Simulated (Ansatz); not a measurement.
# Does disorder add resistance in series? Pt(111) layers displaced at 300 K

Two lengths of the disordered region are known. What area resistance does the third give?

**Method.** Ansatz 0.2.0, plane waves with PAW datasets at their recommended cutoffs (420 eV for most), Fermi-Dirac smearing; ballistic transmission by layer matching. The area resistance is RA = A (h/2e²)(1/T − 1/N), with T the zone-mean transmission per spin and N the lead's channels, both averaged over a few energies near the Fermi level; for magnets each spin is taken apart, with h/e², and the two conduct in parallel. Lateral cell 2x2, PBE, a fresh random draw for each length. Atoms are displaced independently, by 0.0629 Å r.m.s. per direction; each RA is scaled by the nominal over the drawn mean square displacement.

Results; the value marked ? is to be predicted:

```
length (Å)  channels N  RA (fΩ m²)
      9.06       6.753       0.102
      18.1       6.753       0.182
      27.2       6.713           ?
```

Worked fit:

Ohm's law makes RA linear in the length: the slope is (0.182 − 0.102)/(18.1 − 9.06) = 8.85×10⁻³ fΩ m² per Å, or 8.9 µΩ cm. Then 0.182 + 8.85×10⁻³ × 9.06. Predicted: 0.262 fΩ m².

What the run gave:

0.292 fΩ m², so the prediction is 10 % too low. The three lengths together give 10 µΩ cm. The two increments are 0.080 and 0.11 fΩ m²; with one draw for each length, their difference can't be told from scatter.

Caveats: The scatterers repeat sideways with the small cell. The slope is a raw one; a model of isotropic scattering puts it 1.06 times the bulk value over these lengths. Spin-orbit coupling is left out, which matters for Pt.

[Logs are printed without paths, hosts, clocks, repeated set-up lines and the standing remarks that a program may print on its own settings, such as how far it seeks lower states.]
